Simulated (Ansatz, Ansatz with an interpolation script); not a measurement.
# G0W0 band structure of ThSeO (P4/nmm)

Wanted: quasiparticle gap and band widths of ThSeO (P4/nmm) over the whole zone.

Main program and level: Ansatz 0.2.0; LDA, Wannier functions and G0W0, plane waves, PAW.

### Step 1. Set-up

Symmetry: P4/nmm, No. 129, tetragonal system. Conventional cell: a = 4.038 Å, b = 4.038 Å, c = 7.030 Å, α = 90.00°, β = 90.00°, γ = 90.00°. Nearest to Th lie 4 O at 2.38 Å and 6 Se at 3.15 to 3.87 Å and 4 Th at 3.82 Å. Nearest to Se lie 6 Th at 3.15 to 3.87 Å. Nearest to O lie 4 Th at 2.38 Å. Farther neighbours and most contacts between anions are not listed.

The cell and positions come from the Crystallography Open Database and are kept as given unless a step says otherwise. Spin-orbit coupling is left out unless a step names it.

### Step 2. LDA bands

Levels along a band path, at the cheap level, show where the edges lie and whether the meshes to come will hold them.

This step: DFT, LDA, plane waves, PAW; PAW set soft_1.

input.yaml

```yaml
crystal:
  lattice:
    - [4.038, 0.0, 0.0]
    - [0.0, 4.038, 0.0]
    - [0.0, 0.0, 7.03]
  atoms:
    - { symbol: Th, position: [0.0, 0.5, 0.18] }
    - { symbol: Th, position: [0.5, 0.0, 0.82] }
    - { symbol: Se, position: [0.0, 0.5, 0.63] }
    - { symbol: Se, position: [0.5, 0.0, 0.37] }
    - { symbol: O, position: [0.0, 0.0, 0.0] }
    - { symbol: O, position: [0.5, 0.5, 0.0] }
kpoints:
  mp_grid: { grid: [4, 4, 2] }
  band_path:
    path:
      - [[0.0, 0.0, 0.0], [0.0, 0.5, 0.0], [0.5, 0.5, 0.0], [0.0, 0.0, 0.0], [0.0, 0.0, 0.5], [0.0, 0.5, 0.5], [0.5, 0.5, 0.5], [0.0, 0.0, 0.5]]
      - [[0.0, 0.5, 0.0], [0.0, 0.5, 0.5]]
      - [[0.5, 0.5, 0.0], [0.5, 0.5, 0.5]]
    npoints: 10
hamiltonian:
  xc: lda
  pseudopotentials: { kind: paw, azcp: { folder: soft_1 }, xc_functional: pbe }
scf:
  occupations: { method: fermi_dirac, width: 0.02 }
  n_extra_bands: 60
output:
  eigenvalues: true
  fatbands: true
  write_density: true
  write_potential: true
  elf: true
  volumetric_format: npy
```

The run is started by

```
$ ansatz run input.yaml --threads 8 --pin off --max-ram 18432MiB --backend cpu --events-out ev --progress --plain --runs-dir out
```

Numbers of over 12 decimals in the logs are rounded to 6 here.

Log:

```text
Th: projections on atomic orbitals take those of the free atom [Xe 4f14 5d10] 5f0 6s2 6p6 6d2 7s2, of charge +0.00 (hamiltonian.pseudopotentials.projection_atoms); the dataset's partial waves leave at most 9.7e-5 of an orbital's norm unspanned inside its sphere
scf.n_extra_bands = 60 over 34 filled bands (N_el = 68.0): the run solves 94 bands
Engine: ansatz 0.2.0, x86_64-unknown-linux-gnu
Pseudopotentials: kind: paw
Pseudopotential: Th, paw, valence charge 12, recommended cutoff 420 eV (normal), soft_1/Th.paw.azcp
Pseudopotential: Se, paw, valence charge 16, recommended cutoff 420 eV (normal), soft_1/Se.paw.azcp
Pseudopotential: O, paw, valence charge 6, recommended cutoff 420 eV (normal), soft_1/O.paw.azcp
Functional definition: SPW92
  exchange = slater_x
  correlation = pw_c
Crystal: 6 atoms, lattice volume = 114.627 Å³
Basis set: ecut = 420 eV, 2255 PW (Γ)
Bands: 94, of which v1, the nominal top of the filled ones, is band 34 counted from 1 (33 counted from 0)
Symmetry: 16 space group operations
Space group: P4/nmm (ITA 129), of the structure as read, at distance tolerance 4.9e-5 Å
k-points: 12 of 32
Non-local potential: Th, projectors of the file, l = 0: 3, l = 1: 2, l = 2: 2, l = 3: 3
Non-local potential: Se, projectors of the file, l = 0: 2, l = 1: 2, l = 2: 3, l = 3: 1
Non-local potential: O, projectors of the file, l = 0: 2, l = 1: 2, l = 2: 1
PAW form: soft (Blöchl's): semilocal exchange-correlation on the pseudo side does not see the compensation charge
PAW frozen core: Th, regenerated for the run's functional, and the local potential with it (the file was generated under x = pbe(κ = 0.804, μ = 0.219515), c = pbe(β = 0.066725))
PAW frozen core: Se, regenerated for the run's functional, and the local potential with it (the file was generated under x = pbe(κ = 0.804, μ = 0.219515), c = pbe(β = 0.066725))
PAW frozen core: O, regenerated for the run's functional, and the local potential with it (the file was generated under x = pbe(κ = 0.804, μ = 0.219515), c = pbe(β = 0.066725))
PAW one-centre angular grid: Th, 590 points (default); XC on 64 Gauss nodes
PAW one-centre angular grid: Se, 590 points (default); XC on 64 Gauss nodes
PAW one-centre angular grid: O, 110 points (default); XC on 64 Gauss nodes
Initial density: superposition of atomic densities (chi_scale 0.1, normalization cell, long waves kept (reshape's long-wave potential 0.05 eV rms))
Initial wavefunctions: pseudopotential atomic-orbital guess
Functional: x = slater, c = lda
SCF iter   1: F=—  HF=-37644.407669 eV  |F-HF|=—  |Δ(HF+E_count)|=         —  Δρ=5.64e-2  dr2=3.81e0  ethr=3.10e-3  ⟨swp⟩=5.3  Hψ=4551  notcnv=0  defer=347
preconditioner: auto → Resta (q_TF=auto, 2.501 Å⁻¹)  ε∞=2.1  [insulator: Δε(μ)=0.171 eV  Ē_g=21.605 eV  σ=0.020 eV  W_gap=0.97  n_scr=36 (ndim 8)  ℏωp=23.0 eV  f_vac=0.000  D(μ)=0.12/eV (n_scr^D=0)  ε∞_Penn≈2.1]
SCF iter   2: F=—  HF=-37643.787461 eV  |F-HF|=—  |Δ(HF+E_count)|=   6.20e-1  Δρ=2.62e-2  dr2=8.42e-1  ethr=3.10e-3  ⟨swp⟩=2.0  Hψ=1400  notcnv=0  defer=625
SCF iter   3: F=—  HF=-37643.612619 eV  |F-HF|=—  |Δ(HF+E_count)|=   1.75e-1  Δρ=3.39e-3  dr2=2.02e-2  ethr=1.24e-3  ⟨swp⟩=2.8  Hψ=786  notcnv=0  defer=626
SCF iter   4: F=—  HF=-37643.606443 eV  |F-HF|=—  |Δ(HF+E_count)|=   6.18e-3  Δρ=1.05e-3  dr2=1.47e-3  ethr=2.98e-5  ⟨swp⟩=2.2  Hψ=1792  notcnv=0  defer=643
SCF iter   5: F=—  HF=-37643.605700 eV  |F-HF|=—  |Δ(HF+E_count)|=   7.43e-4  Δρ=3.26e-4  dr2=1.26e-4  ethr=2.17e-6  ⟨swp⟩=2.0  Hψ=948  notcnv=0  defer=643
SCF iter   6: F=—  HF=-37643.605682 eV  |F-HF|=—  |Δ(HF+E_count)|=   1.77e-5  Δρ=5.19e-5  dr2=7.11e-6  ethr=1.86e-7  ⟨swp⟩=3.0  Hψ=885  notcnv=0  defer=643
SCF iter   7: F=—  HF=-37643.605680 eV  |F-HF|=—  |Δ(HF+E_count)|=   2.62e-6  Δρ=1.19e-5  dr2=1.80e-7  ethr=1.05e-8  ⟨swp⟩=2.0  Hψ=888  notcnv=0  defer=643
SCF iter   8: F=-37643.605680 eV  HF=-37643.605680 eV  |F-HF|=2.95e-8  |Δ(HF+E_count)|=   3.00e-8  Δρ=3.63e-6  dr2=3.31e-8  ethr=1.47e-10  ⟨swp⟩=11.0  Hψ=7673  notcnv=0
SCF 1 converged in 8 iterations: F = -37643.605680 eV  dr2 = 3.31e-8
[...]
NSCF: frozen V_eff on 93 k-points
SCF converged after 8 iterations
Free energy (F): -37643.605680 eV
Harris-Foulkes:  -37643.605680 eV  (|F-HF|=2.95e-8)
Internal energy: -37643.605680 eV  (E = F + TS)
E sigma→0 (E₀):  -37643.605680 eV
Fermi energy:    13.374551 eV
--- Per-component energies (eV) ---
  E_band       = -623.571700
  E_kinetic    = 1007.687078
  E_local      = -6164.804076  (includes V_loc(G=0)·N_el)
  E_nonlocal   = -288.158853
  E_hartree    = 3062.866187
  E_xc         = -1500.385004
  E_vxc        = -727.164804  (∫ρ·V_xc dr)
  E_paw        = -27372.391679  (= ΣΔE_a)
  E_vpaw       = -576.863351  (= ΣTr[D̂ρ^β])
  E_aug_tail   = 0.000807  (compensation charges beyond the density's cutoff)
  E_ewald      = -6393.530268
  E_core_change = 5.110130  (= ΣΔE_core)
  E_smearing   = -0.000000  (= −TS)
  E_closure    = 0.000000  (closes the sum)
  Σ components = -37643.605680   (vs F -37643.605680, Δ=0.00e0)
--- Band table (eV; the first three rows and the last of 12) ---
  k-point 0: bands = [... 30 lower, 10.8965, 12.4022, 13.0374, 13.0374, 13.6979, 14.7782, 14.9063, 15.4463, ... 56 higher]
  k-point 1: bands = [... 30 lower, 11.2138, 11.2175, 12.6125, 12.6125, 14.2063, 14.2942, 14.9094, 15.6147, ... 56 higher]
  k-point 2: bands = [... 30 lower, 10.8013, 11.4934, 12.1858, 12.2010, 14.5720, 15.1316, 15.2345, 15.2769, ... 56 higher]
  k-point 11: bands = [... 30 lower, 11.1753, 11.1753, 11.6757, 11.6757, 15.1911, 15.1911, 15.4302, 15.4302, ... 56 higher]
```

It took 7.5 s on 8 threads of AMD EPYC 7B13 (Zen 3), shared host; peak memory 1.1 GiB.

This step gave:

| Property | Result |
| --- | --- |
| filled bands | 34 |
| gap | 0.6605 eV |
| valence top at | Γ |
| conduction bottom at | Γ |
| least direct gap | 0.6605 eV |

The gap is direct, at Γ.

ELF in the ac plane at fractional y = 0.000, with atoms of Th and Se and O within 0.2 Å of it. It is the smooth field of the valence electrons, not physical close to the nuclei.

Ten even steps from '_' (0.02) to '@' (0.85), each cell a mean:
```
**%%%%++::++%%@@##==::**@@##
@@@@##--++%%@@@@@@%%====%%@@
%%**----%%%%==--**@@##--==##
--::..++@@**____::%%%%--..--
____..++@@**____::%%%%==____
____..++@@%%==--**@@%%--____
______::**%%@@@@@@%%++..____
________--++%%%%##++::______
__________..----::..________
________..::------::________
______..==##%%%%%%**--..____
____..==##@@@@@@@@%%**--____
____--**%%@@%%%%@@@@%%++::__
__..++##%%%%++==**%%%%##--..
__::**%%%%**..__--##@@%%++..
..--##@@@@##::..==##@@%%++::
..::**%%@@%%**++##%%@@%%++::
__..==##%%%%%%%%%%%%%%**--..
____..--**##%%%%%%##++--..__
::......--==****++==::......
##**--..__..::::......::==**
@@@@##==..__________..==%%@@
##%%@@**..__________--##@@%%
==##@@**....::--::..--##@@**
```
Columns run along a (4.0 Å), rows up along c (7.0 Å). Atoms in or near the plane, at fractional coordinates: Th at (0.50, 0.82), Se at (0.50, 0.37), O at (0.00, 0.00).

Valence density in the ac plane at fractional y = 0.000, with atoms of Th and Se and O within 0.2 Å of it. It is the smooth field of the valence electrons, not physical close to the nuclei.

Ten steps, logarithmic in the rise over the least value, from '_' (0 e/Å³) to '@' (50 e/Å³), each cell a mean:
```
++==::........::........--++
----::....::::::::::....::--
........::::::::::::::......
______..::::::..::::::..____
______..::::::..::::::..____
______..::::::::::::..______
________..::::::::::..______
__________....::....________
____________________________
____________________________
____________....____________
__________..........________
________..::----::....______
________..--**##++::..______
______..::==%%@@##--..______
______..::==%%@@**--....____
________..::==++--::..______
________....::::::....______
____________......__________
____________________________
....______________________..
::::..__________________..::
++==::..______________..--==
**++--..______________..==++
```
Columns run along a (4.0 Å), rows up along c (7.0 Å). Atoms in or near the plane, at fractional coordinates: Th at (0.50, 0.82), Se at (0.50, 0.37), O at (0.00, 0.00).

### Step 3. Wannier functions (O:2p Se:4p Th:6d Th:5f) on 8×8×4

Localised functions give a small Hamiltonian that interpolates between mesh points at no cost.

This step: maximally localised Wannier functions, LDA, plane waves, PAW; PAW set soft_1.

input.yaml, the sections that differ from step 2:

```yaml
kpoints:
  mp_grid: { grid: [4, 4, 2] }
scf:
  occupations: { method: fixed }
  n_extra_bands: 60
output:
  wannier:
    kmesh: [8, 8, 4]
    projections:
      - { species: O, l: p, shell: 2 }
      - { species: Se, l: p, shell: 4 }
      - { species: Th, l: d, shell: 6 }
      - { species: Th, l: f, shell: 5 }
    minimise: true
    write_hr: true
    seedname: w
    conv_tol: 1.0e-06
    max_iter: 20000
    stability_check: false
    disentanglement:
      window: [6.52, 21.9]
      frozen_window: [6.52, 17.7]
      conv_tol: 1.0e-08
# crystal, hamiltonian: as in step 2
```

Log:

```text
[...]
Crystal: 6 atoms, lattice volume = 114.627 Å³
Basis set: ecut = 420 eV, 2255 PW (Γ)
Bands: 94, of which v1, the nominal top of the filled ones, is band 34 counted from 1 (33 counted from 0)
Symmetry: 16 space group operations
[...]
k-points: 12 of 32
[...]
SCF iter   1: F=—  HF=-37644.412297 eV  |F-HF|=—  |Δ(HF+E_count)|=         —  Δρ=5.65e-2  dr2=3.81e0  ethr=3.10e-3  ⟨swp⟩=4.2  Hψ=3686  notcnv=0  defer=656
[...]
SCF iter   9: F=-37643.605680 eV  HF=-37643.605680 eV  |F-HF|=8.67e-9  |Δ(HF+E_count)|=   1.40e-8  Δρ=3.31e-6  dr2=1.31e-8  ethr=1.47e-10  ⟨swp⟩=13.0  Hψ=8616  notcnv=0
SCF 1 converged in 9 iterations: F = -37643.605680 eV  dr2 = 1.31e-8
[...]
NSCF: frozen V_eff on 49 k-points
the Wannier pass solved 49 of the 256 points of its mesh, and has the states at the others by symmetry: states obtained by the crystal's operations at points that were solved too leave a residual of 4.80e-13 eV (read by the count's bands and the next), within 6.67e-6 eV
SCF converged after 9 iterations
Free energy (F): -37643.605680 eV
[...]
Internal energy: -37643.605680 eV  (E = F + TS)
E sigma→0 (E₀):  -37643.605680 eV
Fermi energy:    13.037390 eV
[...]
--- Band table (eV; the first three rows and the last of 12) ---
  k-point 0: bands = [... 30 lower, 10.8966, 12.4022, 13.0374, 13.0374, 13.6979, 14.7782, 14.9062, 15.4463, ... 56 higher]
  k-point 1: bands = [... 30 lower, 11.2138, 11.2176, 12.6125, 12.6125, 14.2063, 14.2942, 14.9093, 15.6147, ... 56 higher]
  k-point 2: bands = [... 30 lower, 10.8013, 11.4934, 12.1858, 12.2010, 14.5719, 15.1316, 15.2345, 15.2768, ... 56 higher]
  k-point 11: bands = [... 30 lower, 11.1753, 11.1753, 11.6757, 11.6757, 15.1910, 15.1910, 15.4301, 15.4301, ... 56 higher]
Wannier search: line search 1 of at most 20000: gauge-dependent spread (as the search counts it) 13.3549116 Å², largest recent change 6.8e-1 Å² against conv_tol 1.0e-6 Å², 0 stops escaped
[...]
```

Run time: 24 s. Hardware: 8 threads; peak memory 1.5 GiB.

This step gave:

- gauge-invariant spread: 58.24 Å²
- diagonal spread: 0.09226 Å²
- off-diagonal spread: 9.745 Å²
- total spread: 68.08 Å²
- least projectability: 0.4480
- localisation steps: 518
- disentanglement steps: 67
- r.m.s. interpolation error: 0.001341 eV
- r.m.s. error near the gap: 0.001458 eV

Near the gap the model misses directly solved bands by 1.5 meV r.m.s. and by 24 meV at most in the window tested. This tests the starting bands, not the corrections carried with them.

Wannier functions, by row:

```tsv
function	x (Å)	y (Å)	z (Å)	spread (Å²)	nearest atom	distance (Å)
1	0	0	0	1.148	O5	0
2	0	0	-0.07	1.18	O5	0.07
3	0	0	0.07	1.18	O5	0.07
4	2.019	2.019	0	1.148	O6	0
5	2.019	2.019	0.07	1.18	O6	0.07
6	2.019	2.019	-0.07	1.18	O6	0.07
7	0	2.019	4.453	2.367	Se3	0.024
8	0	2.019	4.422	2.268	Se3	0.007
9	0	2.019	4.422	2.268	Se3	0.007
10	2.019	0	2.577	2.367	Se4	0.024
11	2.019	0	2.608	2.268	Se4	0.007
12	2.019	0	2.608	2.268	Se4	0.007
13	0	2.019	0.774	2.077	Th1	0.492
14	0	2.019	1.875	2.705	Th1	0.61
15	0	2.019	1.875	2.705	Th1	0.61
16	0	2.019	1.667	2.708	Th1	0.402
17	0	2.019	1.6	2.243	Th1	0.334
18	2.019	0	6.256	2.077	Th2	0.492
19	2.019	0	5.155	2.705	Th2	0.61
20	2.019	0	5.155	2.705	Th2	0.61
21	2.019	0	5.363	2.708	Th2	0.402
22	2.019	0	5.43	2.243	Th2	0.334
23	0	2.019	1.737	2.069	Th1	0.472
24	0	2.019	1.009	1.672	Th1	0.257
25	0	2.019	1.009	1.672	Th1	0.257
26	0	2.019	1.068	1.808	Th1	0.197
27	0	2.019	0.976	1.871	Th1	0.29
28	0	2.019	1.272	1.048	Th1	0.007
29	0	2.019	1.272	1.048	Th1	0.007
30	2.019	0	5.293	2.069	Th2	0.472
31	2.019	0	6.021	1.672	Th2	0.257
32	2.019	0	6.021	1.672	Th2	0.257
33	2.019	0	5.962	1.808	Th2	0.197
34	2.019	0	6.054	1.871	Th2	0.29
35	2.019	0	5.758	1.048	Th2	0.007
36	2.019	0	5.758	1.048	Th2	0.007
```

Frozen up to 4.66 eV; above it the model need not follow the bands. Electronic bands along the path, in eV, zero at the valence-band top:

```tsv
point	band 31	band 32	band 33	band 34	band 35	band 36	band 37	band 38
Γ	-2.14	-0.64	0.00	0.00	0.66	1.74	1.87	2.41
halfway	-2.24	-1.54	-0.85	-0.84	1.53	2.09	2.20	2.24
X	-1.91	-1.91	-1.41	-1.41	1.84	1.84	2.59	2.59
halfway	-1.93	-1.93	-1.23	-1.23	2.05	2.05	2.26	2.26
M	-2.35	-2.35	-1.40	-1.40	1.98	1.98	2.39	2.39
halfway	-1.95	-1.90	-1.25	-0.83	1.95	2.18	2.28	2.44
Γ	-2.14	-0.64	0.00	0.00	0.66	1.74	1.87	2.41
halfway	-2.00	-1.14	-0.20	-0.20	0.82	1.59	1.87	2.47
Z	-1.82	-1.82	-0.42	-0.42	1.17	1.26	1.87	2.58
halfway	-1.84	-1.15	-0.97	-0.75	1.79	1.99	2.24	2.31
R	-1.77	-1.77	-1.29	-1.29	2.05	2.05	2.51	2.51
halfway	-1.97	-1.97	-1.51	-1.51	2.18	2.18	2.32	2.32
A	-1.86	-1.86	-1.36	-1.36	2.15	2.15	2.39	2.39
halfway	-2.54	-1.59	-1.02	-0.94	2.09	2.23	2.30	2.35
Z	-1.82	-1.82	-0.42	-0.42	1.17	1.26	1.87	2.58
jump to X	-1.91	-1.91	-1.41	-1.41	1.84	1.84	2.59	2.59
halfway	-1.85	-1.85	-1.34	-1.34	1.96	1.96	2.56	2.56
R	-1.77	-1.77	-1.29	-1.29	2.05	2.05	2.51	2.51
jump to M	-2.35	-2.35	-1.40	-1.40	1.98	1.98	2.39	2.39
halfway	-2.09	-2.09	-1.38	-1.38	2.05	2.05	2.39	2.39
A	-1.86	-1.86	-1.36	-1.36	2.15	2.15	2.39	2.39
```

The same for Kohn-Sham, solved directly:

```tsv
point	band 31	band 32	band 33	band 34	band 35	band 36	band 37	band 38
Γ	-2.14	-0.64	0.00	0.00	0.66	1.74	1.87	2.41
X	-1.91	-1.91	-1.41	-1.41	1.84	1.84	2.59	2.59
M	-2.35	-2.35	-1.40	-1.40	1.98	1.98	2.39	2.39
Γ	-2.14	-0.64	0.00	0.00	0.66	1.74	1.87	2.41
Z	-1.82	-1.82	-0.42	-0.42	1.17	1.26	1.87	2.58
R	-1.77	-1.77	-1.29	-1.29	2.05	2.05	2.51	2.51
A	-1.86	-1.86	-1.36	-1.36	2.15	2.15	2.39	2.39
Z	-1.82	-1.82	-0.42	-0.42	1.17	1.26	1.87	2.58
X	-1.91	-1.91	-1.41	-1.41	1.84	1.84	2.59	2.59
R	-1.77	-1.77	-1.29	-1.29	2.05	2.05	2.51	2.51
M	-2.35	-2.35	-1.40	-1.40	1.98	1.98	2.39	2.39
A	-1.86	-1.86	-1.36	-1.36	2.15	2.15	2.39	2.39
```

(Part 1 of 2 ends here.)

[Paths, hosts, dates, memory and timing lines, banners, echoed tables and standing remarks are left out of the program output.]

[Logs are printed without paths, hosts, clocks, repeated set-up lines and the standing remarks that a program may print on its own settings, such as how far it seeks lower states.]

[Runs of the session that timed out or met a known fault of the program may be left out.]

[Hosts, paths, dates, database ids (printed as entryN), source tags and the programs' standing remarks are cut or masked in the printed files.]
